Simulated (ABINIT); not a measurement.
# A GW chain in ABINIT: GaN (F-43m), part 3 of 3

Aim: the G0W0 gap of GaN (F-43m) on PBE, step by step.

ABINIT 10.8.3; PBE and many-body steps on it, plane waves. Known limits of the many-body steps: not at the basis limit; no spin-orbit coupling.

So far. Step 4 (Empty states on the mesh, 6×6×6 mesh, 99 bands): On this mesh the gap is 1.748 eV. Step 5 (Screening, 6×6×6 mesh, 91 bands, screening to 179.6 eV): Local fields lower ε∞ by 7 %.

### 6. Self-energy, 6×6×6 mesh, 91 bands, screening to 179.6 eV

The self-energy is evaluated for the states that the input lists, and the levels follow from it, in one-shot runs by the linearised quasiparticle equation.

This step: G0W0 on PBE, plane waves, norm-conserving pseudopotentials.

Contents of run.abi:

```
acell 3*1.0 Angstrom
rprim 
  0.000000000000 2.253500607500 2.253500607500
  2.253500607500 0.000000000000 2.253500607500
  2.253500607500 2.253500607500 0.000000000000
ntypat 2
znucl 31 7
natom 2
typat 1 2
xred 
  0.000000000000 0.000000000000 0.000000000000
  0.750000000000 0.750000000000 0.750000000000
pp_dirpath "pseudos"
pseudos "Ga.upf, N.upf"
ecut 45
ngkpt 6 6 6
nshiftk 1
shiftk 0 0 0
kptopt 1
chksymbreak 0
istwfk *1
occopt 1
irdwfk 1
optdriver 4
nband 91
gwcalctyp 0
ecutsigx 45
symsigma 1
nkptgw 16
kptgw 
  0.0000000000 0.0000000000 0.0000000000
  0.1666666667 0.0000000000 0.0000000000
  0.3333333333 0.0000000000 0.0000000000
  0.5000000000 0.0000000000 0.0000000000
  0.1666666667 0.1666666667 0.0000000000
  0.3333333333 0.1666666667 0.0000000000
  0.5000000000 0.1666666667 0.0000000000
  -0.3333333333 0.1666666667 0.0000000000
  -0.1666666667 0.1666666667 0.0000000000
  0.3333333333 0.3333333333 0.0000000000
  0.5000000000 0.3333333333 0.0000000000
  -0.3333333333 0.3333333333 0.0000000000
  0.5000000000 0.5000000000 0.0000000000
  0.5000000000 0.3333333333 0.1666666667
  -0.3333333333 0.3333333333 0.1666666667
  -0.3333333333 0.5000000000 0.1666666667
bdgw 
  11 18
  11 18
  11 18
  11 18
  11 18
  11 18
  11 18
  11 18
  11 18
  11 18
  11 18
  11 18
  11 18
  11 18
  11 18
  11 18
ecuteps 6.6
irdscr 1
ppmodel 1
indata_prefix "in"
outdata_prefix "out"
tmpdata_prefix "tmp"
```

On the command line:

```bash
OMP_NUM_THREADS=1 mpirun -n 4 abinit run.abi > log
```

Numbers of over 12 decimals in the logs are rounded to 6 here.

The log of the run:

```text
.Version 10.8.3 of ABINIT. v10.8.2 released Aug 2026.

 Symmetries : space group F-4 3 m (#216); Bravais cF (face-center cubic)
[... echo of the input left out ...]
== DATASET  1 ==================================================================
-   mpi_nproc: 4, omp_nthreads: 1 (-1 if OMP is not activated)

--- !DatasetInfo
iteration_state: {dtset: 1, }
dimensions: {natom: 2, nkpt: 16, mband: 91, nsppol: 1, nspinor: 1, nspden: 1, mpw: 2252, }
cutoff_energies: {ecut:  45.0, pawecutdg:  -1.0, }
electrons: {nelect:   2.60000000E+01, charge:   0.00000000E+00, occopt:   1.00000000E+00, tsmear:   1.00000000E-02, }

 SIGMA: Calculation of the GW corrections

 Based on a program developped by R.W. Godby, V. Olevano, G. Onida, and L. Reining.
 Incorporated in ABINIT by V. Olevano, G.-M. Rignanese, and M. Torrent.
.Using double precision arithmetic ; gwpc =  8

[... cell and pseudopotentials left out ...]
--------------------------------------------------------------------------------

 ==== K-mesh for the wavefunctions ====
 Number of points in the irreducible wedge :    16
[... list of points left out ...]
 Together with 24 symmetry operations and time-reversal symmetry
 yields   216 points in the full Brillouin Zone.

 ==== Q-mesh for screening function ====
 Number of points in the irreducible wedge :    16
[... list of points left out ...]
 Together with 24 symmetry operations and time-reversal symmetry
 yields   216 points in the full Brillouin Zone.

 vcoul_init : cutoff-mode = AUXILIARY_FUNCTION
 q-points for optical limit:   1
     1)      0.000010    0.000020    0.000030
 setmesh: FFT mesh size selected  =    40x   40x   40
          total number of points  =        64000

 Number of electrons calculated from density =   26.0000; Expected =   26.0000
 average of density, n =  0.168335
 r_s =    1.1235
 omega_plasma =   39.5770 [eV]

 === KS Band Gaps ===
  >>>> For spin  1
   Minimum direct gap =   1.7479 [eV], located at k-point      :   0.0000  0.0000  0.0000
   Fundamental gap    =   1.7479 [eV], Top of valence bands at :   0.0000  0.0000  0.0000
                                       Bottom of conduction at :   0.0000  0.0000  0.0000
 SIGMA fundamental parameters:
 PLASMON POLE MODEL  1
 number of plane-waves for SigmaX                 2229
 number of plane-waves for SigmaC and W            137
 number of plane-waves for wavefunctions          2229
 number of bands                                    91
 number of independent spin polarizations            1
 number of spinorial components                      1
 number of k-points in IBZ                          16
 number of q-points in IBZ                          16
 number of symmetry operations                      24
 number of k-points in BZ                          216
 number of q-points in BZ                          216
 number of frequencies for dSigma/dE                 9
 frequency step for dSigma/dE [eV]                0.25
 number of omega for Sigma on real axis              0
 max omega for Sigma on real axis  [eV]           0.00
 zcut for avoiding poles [eV]                     0.10

 EPSILON^-1 parameters (SCR file):
 dimension of the eps^-1 matrix on file            137
 dimension of the eps^-1 matrix used               137
 number of plane-waves for wavefunctions          2229
 number of bands                                    91
 number of q-points in IBZ                          16
 number of frequencies                               2
 number of real frequencies                          1
 number of imag frequencies                          1

 matrix elements of self-energy operator (all in [eV])

 Perturbative Calculation

--- !SelfEnergy_ee
iteration_state: {dtset: 1, }
kpoint     : [   0.000,    0.000,    0.000, ]
spin       : 1
KS_gap     :    1.748
QP_gap     :    2.581
Delta_QP_KS:    0.833
data: !SigmaeeData |
     Band     E0 <VxcDFT>   SigX SigC(E0)      Z dSigC/dE  Sig(E)    E-E0       E
       11   6.863 -19.085 -22.547   2.895   0.795  -0.258 -19.536  -0.451   6.411
       12   6.863 -19.085 -22.547   2.895   0.795  -0.258 -19.536  -0.451   6.411
       13   6.863 -19.085 -22.547   2.895   0.795  -0.258 -19.536  -0.451   6.411
       14   8.611 -14.162 -10.109  -3.590   0.823  -0.215 -13.781   0.382   8.992
       15  17.222 -13.047  -7.024  -5.103   0.848  -0.179 -12.267   0.780  18.002
       16  17.222 -13.047  -7.024  -5.103   0.848  -0.179 -12.267   0.780  18.002
       17  17.222 -13.047  -7.024  -5.103   0.848  -0.179 -12.267   0.780  18.002
       18  24.482 -11.431  -4.661  -6.263   0.778  -0.286 -11.036   0.395  24.877

--- !SelfEnergy_ee
iteration_state: {dtset: 1, }
kpoint     : [   0.167,    0.000,    0.000, ]
spin       : 1
KS_gap     :    3.621
QP_gap     :    4.670
Delta_QP_KS:    1.049
data: !SigmaeeData |
     Band     E0 <VxcDFT>   SigX SigC(E0)      Z dSigC/dE  Sig(E)    E-E0       E
       11   4.588 -17.404 -21.382   3.039   0.795  -0.258 -18.150  -0.746   3.842
       12   6.594 -18.754 -22.321   2.944   0.795  -0.258 -19.249  -0.495   6.099
[...]
--- !SelfEnergy_ee
iteration_state: {dtset: 1, }
kpoint     : [   0.333,    0.000,    0.000, ]
spin       : 1
KS_gap     :    5.237
QP_gap     :    6.380
Delta_QP_KS:    1.143
data: !SigmaeeData |
     Band     E0 <VxcDFT>   SigX SigC(E0)      Z dSigC/dE  Sig(E)    E-E0       E
[...]
--- !SelfEnergy_ee
iteration_state: {dtset: 1, }
kpoint     : [   0.500,    0.000,    0.000, ]
spin       : 1
KS_gap     :    5.630
QP_gap     :    6.757
Delta_QP_KS:    1.126
data: !SigmaeeData |
     Band     E0 <VxcDFT>   SigX SigC(E0)      Z dSigC/dE  Sig(E)    E-E0       E
[...]
--- !SelfEnergy_ee
iteration_state: {dtset: 1, }
kpoint     : [   0.167,    0.167,    0.000, ]
spin       : 1
KS_gap     :    4.652
QP_gap     :    5.849
Delta_QP_KS:    1.198
data: !SigmaeeData |
     Band     E0 <VxcDFT>   SigX SigC(E0)      Z dSigC/dE  Sig(E)    E-E0       E
[...]
--- !SelfEnergy_ee
iteration_state: {dtset: 1, }
kpoint     : [   0.333,    0.167,    0.000, ]
spin       : 1
KS_gap     :    6.385
QP_gap     :    7.705
Delta_QP_KS:    1.320
data: !SigmaeeData |
     Band     E0 <VxcDFT>   SigX SigC(E0)      Z dSigC/dE  Sig(E)    E-E0       E
[...]
--- !SelfEnergy_ee
iteration_state: {dtset: 1, }
kpoint     : [   0.500,    0.167,    0.000, ]
spin       : 1
KS_gap     :    7.210
QP_gap     :    8.523
Delta_QP_KS:    1.313
data: !SigmaeeData |
     Band     E0 <VxcDFT>   SigX SigC(E0)      Z dSigC/dE  Sig(E)    E-E0       E
[...]
--- !SelfEnergy_ee
iteration_state: {dtset: 1, }
kpoint     : [  -0.333,    0.167,    0.000, ]
spin       : 1
KS_gap     :    6.976
QP_gap     :    8.342
Delta_QP_KS:    1.366
data: !SigmaeeData |
     Band     E0 <VxcDFT>   SigX SigC(E0)      Z dSigC/dE  Sig(E)    E-E0       E
[...]
--- !SelfEnergy_ee
iteration_state: {dtset: 1, }
kpoint     : [  -0.167,    0.167,    0.000, ]
spin       : 1
KS_gap     :    5.200
QP_gap     :    6.434
Delta_QP_KS:    1.234
data: !SigmaeeData |
     Band     E0 <VxcDFT>   SigX SigC(E0)      Z dSigC/dE  Sig(E)    E-E0       E
[...]
--- !SelfEnergy_ee
iteration_state: {dtset: 1, }
kpoint     : [   0.333,    0.333,    0.000, ]
spin       : 1
KS_gap     :    6.380
QP_gap     :    7.513
Delta_QP_KS:    1.134
data: !SigmaeeData |
     Band     E0 <VxcDFT>   SigX SigC(E0)      Z dSigC/dE  Sig(E)    E-E0       E
[...]
--- !SelfEnergy_ee
iteration_state: {dtset: 1, }
kpoint     : [   0.500,    0.333,    0.000, ]
spin       : 1
KS_gap     :    6.846
QP_gap     :    7.991
Delta_QP_KS:    1.145
data: !SigmaeeData |
     Band     E0 <VxcDFT>   SigX SigC(E0)      Z dSigC/dE  Sig(E)    E-E0       E
[...]
--- !SelfEnergy_ee
iteration_state: {dtset: 1, }
kpoint     : [  -0.333,    0.333,    0.000, ]
spin       : 1
KS_gap     :    7.576
QP_gap     :    8.737
Delta_QP_KS:    1.162
data: !SigmaeeData |
     Band     E0 <VxcDFT>   SigX SigC(E0)      Z dSigC/dE  Sig(E)    E-E0       E
[...]
--- !SelfEnergy_ee
iteration_state: {dtset: 1, }
kpoint     : [   0.500,    0.500,    0.000, ]
spin       : 1
KS_gap     :    6.074
QP_gap     :    7.130
Delta_QP_KS:    1.057
data: !SigmaeeData |
     Band     E0 <VxcDFT>   SigX SigC(E0)      Z dSigC/dE  Sig(E)    E-E0       E
[...]
--- !SelfEnergy_ee
iteration_state: {dtset: 1, }
kpoint     : [   0.500,    0.333,    0.167, ]
spin       : 1
KS_gap     :    7.817
QP_gap     :    9.175
Delta_QP_KS:    1.358
data: !SigmaeeData |
     Band     E0 <VxcDFT>   SigX SigC(E0)      Z dSigC/dE  Sig(E)    E-E0       E
[...]
--- !SelfEnergy_ee
iteration_state: {dtset: 1, }
kpoint     : [  -0.333,    0.333,    0.167, ]
spin       : 1
KS_gap     :    8.905
QP_gap     :   10.306
Delta_QP_KS:    1.401
data: !SigmaeeData |
     Band     E0 <VxcDFT>   SigX SigC(E0)      Z dSigC/dE  Sig(E)    E-E0       E
[...]
--- !SelfEnergy_ee
iteration_state: {dtset: 1, }
kpoint     : [  -0.333,    0.500,    0.167, ]
spin       : 1
KS_gap     :    8.738
QP_gap     :   10.133
Delta_QP_KS:    1.395
data: !SigmaeeData |
     Band     E0 <VxcDFT>   SigX SigC(E0)      Z dSigC/dE  Sig(E)    E-E0       E
[...]
14  12.183 -13.232  -8.476  -4.156   0.828  -0.208 -12.736   0.497  12.680
       15  14.787 -16.186  -9.889  -4.991   0.814  -0.228 -15.123   1.064  15.850
       16  18.187 -13.317  -6.837  -5.555   0.813  -0.230 -12.565   0.752  18.939
       17  18.246 -13.634  -6.904  -5.783   0.812  -0.231 -12.864   0.769  19.016
       18  21.639 -14.686  -6.929  -6.467   0.791  -0.264 -13.666   1.020  22.659

 New Fermi energy :        2.830350E-01 Ha ,    7.701775E+00 eV

 === QP Band Gaps ===
  >>>> For spin  1
   Minimum direct gap =   2.5808 [eV], located at k-point      :   0.0000  0.0000  0.0000
   Fundamental gap    =   2.5808 [eV], Top of valence bands at :   0.0000  0.0000  0.0000
                                       Bottom of conduction at :   0.0000  0.0000  0.0000

== END DATASET(S) ==============================================================
================================================================================

 -outvars: echo values of variables after computation  --------
           etotal      0.0000000000E+00
            nband          91
             nkpt          16
          spgroup         216
 [... the other variables as echoed above ...]

 Calculation completed.
```

The job ended after 4.4 min (4 MPI ranks of Arm Neoverse V1, shared host; peak memory 1.3 GiB).

Numbers from this step:

```yaml
g0w0_gap_on_the_mesh: 2.581 eV
starting_gap_on_the_mesh: 1.748 eV
k_of_the_valence_top: 0, 0, 0
k_of_the_conduction_bottom: 0, 0, 0
z_at_the_valence_top: 0.795
z_at_the_conduction_bottom: 0.823
least_direct_g0w0_gap_on_the_computed_points: 2.581 eV
```

The gap on the mesh goes from 1.75 eV to 2.58 eV, a correction of +0.83 eV.

Limits: finite bands, cutoff and mesh; no spin-orbit coupling. v1 is the top filled band, c1 the lowest empty one. Levels before and after the correction, in eV, zero at the valence-band top of each column:

```tsv
	conduction bottom	valence top
Kohn-Sham	1.75	0.00
G0W0	2.58	0.00
```

```tsv
	level	energy (eV)
Kohn-Sham	Γ v3-v1	0.000
Kohn-Sham	Γ c1	1.748
Kohn-Sham	Γ c2-c4	10.359
G0W0	Γ v3-v1	0.000
G0W0	Γ c1	2.581
G0W0	Γ c2-c4	11.591
```

### 7. Where the time went

Times are wall times on 4 MPI ranks of Arm Neoverse V1, shared host, good to a factor of about two.

```tsv
step	time	share	memory (GiB)
ground state	15 s	4 %	0.29
bands along the symmetry lines	11 s	3 %	0.28
empty states on the mesh	43 s	10 %	1.3
screening	87 s	21 %	0.9
self-energy	4.4 min	63 %	1.3
```

### 8. What came out

| Property | Result |
| --- | --- |
| PBE gap | 1.75 eV, direct |
| G0W0 gap on the mesh | 2.58 eV |
| GW settings | 6×6×6 mesh, 91 bands, screening to 179.6 eV, Godby-Needs plasmon pole |
| known limits | not at the basis limit; no spin-orbit coupling |

In words: G0W0 moves the gap on the mesh from 1.75 eV to 2.58 eV (+0.83 eV), with Z of 0.80 and 0.82 at the edges. Local fields lower the RPA ε∞ on this mesh from 6.87 to 6.41. The dearest step here is «self-energy». Against experiment, by G0W0@PBE: the direct gap of 2.58 eV lies −0.65 eV from the measured 3.23 eV (exciton, 300 K, on 3C-SiC/Si(001), 2022). An exciton line or allowed optical edge lies below the quasiparticle gap by the binding energy; a forbidden edge can push the onset above it. The calculation has static nuclei and no excitons; a measured gap holds zero-point and thermal motion, which mostly lowers it. Against the values above the computed gap that would widen the miss. A likelier cause is too strong a screening: the start's gap is only 1.75 eV, and one shot does not repair that. Bands and cutoff are finite, so the gap is not at the basis limit. The miss can reach some tenths of an eV and take either sign; the mesh is an error of its own. The many-body steps are scalar-relativistic: spin-orbit coupling is not in them.

[Paths, hosts, dates, memory and timing lines, banners, echoed tables and standing remarks are left out of the program output.]

[Logs are printed without paths, hosts, clocks, repeated set-up lines and the standing remarks that a program may print on its own settings, such as how far it seeks lower states.]

[Runs of the session that timed out or met a known fault of the program may be left out.]

[No measured gap is set beside runs whose start may be inverted or whose files or cutoffs have a known fault.]

[Hosts, paths, dates, database ids (printed as entryN), source tags and the programs' standing remarks are cut or masked in the printed files.]

[G0W0 gaps are taken among the corrected bands and points alone; a level outside them can change the order at an edge.]

[Where Ansatz stands beside ABINIT at settings called matched, ABINIT's density can come from a denser mesh and the files from another edition; pairs whose starting gaps differed by over 0.03 eV were left out, so agreement reads better than it is.]
